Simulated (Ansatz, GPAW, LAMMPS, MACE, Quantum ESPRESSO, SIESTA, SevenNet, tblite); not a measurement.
# How far do other methods lie from plane waves? Glassy 39BaO-61TiO2 (mol %) (94 atoms)

One geometry of glassy 39BaO-61TiO2 (mol %) (94 atoms) is solved by several programs and methods. How far do their forces lie from a plane-wave PBE run?

Results are calculated, not measured.

## (1) The cell

The cell holds 94 atoms (14 Ba, 22 Ti and 58 O), with edges of 11.32, 11.32 and 11.32 Å. Recipe: 94 atoms (14 Ba, 22 Ti, 58 O) placed at random at 4.7 g/cm³, melted at 4000 K for 10 ps at fixed volume with the Morse and Coulomb pair potential with partial charges (Pedone, Malavasi, Menziani, Cormack and Segre, J. Phys. Chem. B 110, 11780 (2006)). Quenched from 4000 K to 300 K at 50 K/ps and fixed volume, held 10 ps at zero pressure, then minimised at fixed cell. The density is 4.47 g/cm³.

## (2) The reference input

Quantum ESPRESSO 7.5: Kohn-Sham DFT, PBE, SSSP efficiency 1.3.0 pseudopotentials, plane waves. Its input, pw.in:

```
&control
  calculation = 'scf'
  pseudo_dir = './pseudo'
  outdir = './tmp'
  disk_io = 'none'
  tprnfor = .true.
  tstress = .true.
/
&system
  ibrav = 0
  nat = 94
  ntyp = 3
  ecutwfc = 60
  ecutrho = 480
  nosym = .true.
  occupations = 'smearing'
  smearing = 'fd'
  degauss = 0.003675
/
&electrons
  conv_thr = 4.7e-07
  electron_maxstep = 100
  mixing_beta = 0.4
  mixing_mode = 'plain'
  diagonalization = 'david'
/
ATOMIC_SPECIES
Ba 137.327 Ba.upf
Ti 47.867 Ti.upf
O 15.999 O.upf
CELL_PARAMETERS angstrom
11.32140 0.00000 0.00000
0.00000 11.32140 0.00000
0.00000 0.00000 11.32140
ATOMIC_POSITIONS crystal
Ba 0.45480 0.16940 0.93968
Ba 0.27811 0.40285 0.35631
Ba 0.29567 0.68720 0.83529
Ba 0.80413 0.69844 0.22094
[... 88 atom lines left out ...]
O 0.36255 0.45440 0.87707
O 0.18984 0.53209 0.15755
K_POINTS gamma
```

```console
$ OMP_NUM_THREADS=1 mpirun -np 4 pw.x -in pw.in > output.txt
```

Run time: 11 min. Hardware: 4 MPI ranks of Arm Neoverse V1, shared host; peak memory 4.7 GiB; 43 min of CPU time.

It converged with an r.m.s. force component of 0.71 eV/Å and a pressure of 2.9 GPa.

Its highest filled and lowest empty levels lie 2.46 eV apart on its k-points.

## (3) The other programs

- GPAW 26.7.0: PAW with atomic orbitals (LCAO), plane waves or a real-space grid of spacing h.
- MACE: machine-learned potential, published weights.
- SIESTA 5.4.2: numerical atomic orbitals, whose automatically made sets are far from complete, with PseudoDojo norm-conserving potentials that we converted to its format (checked against plane waves on the same files for H, C, O, Si, Ge and Ca alone); labels give functional, basis size, energy shift and mesh cutoff.
- SevenNet: machine-learned potential, published weights.

All use the same cell and atoms, and the electronic-structure runs the same k-mesh.

## (4) Side by side

Differences are against the reference: forces as r.m.s. over components, share as that over the reference's r.m.s. force, slope as the fitted ratio of a run's forces to the reference's.

| run | Δ force, r.m.s. (meV/Å) | share (%) | slope | Δ pressure (GPa) | Δ gap (eV) | cores | CPU time | memory (GiB) |
| --- | --- | --- | --- | --- | --- | --- | --- | --- |
| reference | - | - | - | - | - | 4 | 43 min | 4.7 |
| GPAW PBE, LCAO dzp, h 0.18 Å | 170 | 23.7 | 1.163 | - | -0.101 | 1 | 20 min | 2.9 |
| GPAW PBE, LCAO dzp, h 0.18 Å, other mixer settings | 170 | 23.8 | 1.164 | - | -0.102 | 2 | 25 min | 3.3 |
| GPAW PBE, LCAO dzp, h 0.22 Å (coarse) | 230 | 32.2 | 1.192 | - | -0.102 | 1 | 11 min | 1.7 |
| MACE MP-0b2 small potential | 118 | 16.6 | 0.990 | 1.26 | - | 1 | 7.2 s | 0.66 |
| MACE MP-0b3 medium potential | 98.7 | 13.8 | 1.019 | 1.13 | - | 1 | 9.3 s | 1.0 |
| SIESTA PBE, DZ, shift 0.01 Ry, mesh 500 Ry (coarse) | 274 | 38.3 | 1.239 | -4.32 | -0.299 | 2 | 3.7 min | 1.7 |
| SIESTA PBE, DZP, shift 0.01 Ry, mesh 500 Ry | 198 | 27.7 | 1.127 | 0.815 | -0.255 | 4 | 8.3 min | 2.9 |
| SIESTA PBE, SZ, shift 0.02 Ry, mesh 500 Ry (coarse) | 563 | 78.8 | 0.779 | -14.4 | -1.02 | 1 | 2.4 min | 1 |
| SevenNet l3i5 potential | 87.9 | 12.3 | 1.026 | 1.08 | - | 1 | 11 s | 1.4 |

Rows marked coarse were listed beforehand as settings not expected to be converged; some can still land near the reference.

Times of the machine-learned potentials are mostly Python's start and the loading of weights.

Runs without a result: tblite GFN1-xTB (ended with an error or stopped unconverged); GPAW PBE, LCAO sz(dzp), h 0.18 Å (cut off at its time limit).

CPU time is summed over cores on shared hosts, so it is rough.

## (5) Findings

Forces lie from 12 % (SevenNet l3i5 potential) to 79 % (SIESTA PBE, SZ, shift 0.02 Ry, mesh 500 Ry, coarse) of the reference's r.m.s. force of 0.71 eV/Å away from it. The PBE runs in local orbitals, coarse settings apart, differ by 24 % (GPAW PBE, LCAO dzp, h 0.18 Å) to 28 % (SIESTA PBE, DZP, shift 0.01 Ry, mesh 500 Ry); basis, grid and potentials can all enter. Machine-learned potentials differ by 12 % (SevenNet l3i5 potential) to 17 % (MACE MP-0b2 small potential); they were trained on other programs' data. Runs with settings chosen to be coarse differ by 32 % (GPAW PBE, LCAO dzp, h 0.22 Å) to 79 % (SIESTA PBE, SZ, shift 0.02 Ry, mesh 500 Ry), their programs' other errors included.

SIESTA PBE, DZ, shift 0.01 Ry, mesh 500 Ry stiffens the forces by a factor of 1.24 while following their directions (correlation 0.972). From GPAW PBE, LCAO dzp, h 0.22 Å to the finer GPAW PBE, LCAO dzp, h 0.18 Å, other mixer settings the share falls from 32 to 24 %. Pressures at PBE, coarse settings apart, lie +0.82 GPa from the reference's. Gaps at PBE, coarse settings apart, lie -0.26 to -0.10 eV from the reference's.

Caveats: The reference's pressure holds the uncorrected Pulay stress of its 60 Ry basis, so small pressure differences may be the reference's own error. Machine-learned potentials mimic data converged in k, so the reference's own k-point error enters their differences. The quench rate of 50 K/ps is many orders above laboratory rates, so the cell is likely richer in defects and strain than a real sample. The network of bonds at the start is that of the classical potential that made the cell, and needn't be the one that DFT or experiment would give. The electronic-structure runs sample only Γ, in a cell whose shortest periodic width is 11 Å. Spin–orbit coupling is left out, which matters for the levels of the heavy elements. The reference's pressure of 2.9 GPa reflects the volume that the recipe set, positions that aren't this level's minimum and the basis. The reference has no spin polarisation, so local moments can't form. Where levels are smeared, the DFT runs use Fermi–Dirac occupations at 580 K (0.05 eV), and energies are free energies. The reference's cutoffs and mesh weren't converged further here.

[Logs are printed without paths, hosts, clocks, repeated set-up lines and the standing remarks that a program may print on its own settings, such as how far it seeks lower states.]

[Hosts, paths, dates, database ids (printed as entryN), source tags and the programs' standing remarks are cut or masked in the printed files.]

[Cells were taken only where this reference lay near another plane-wave run.]
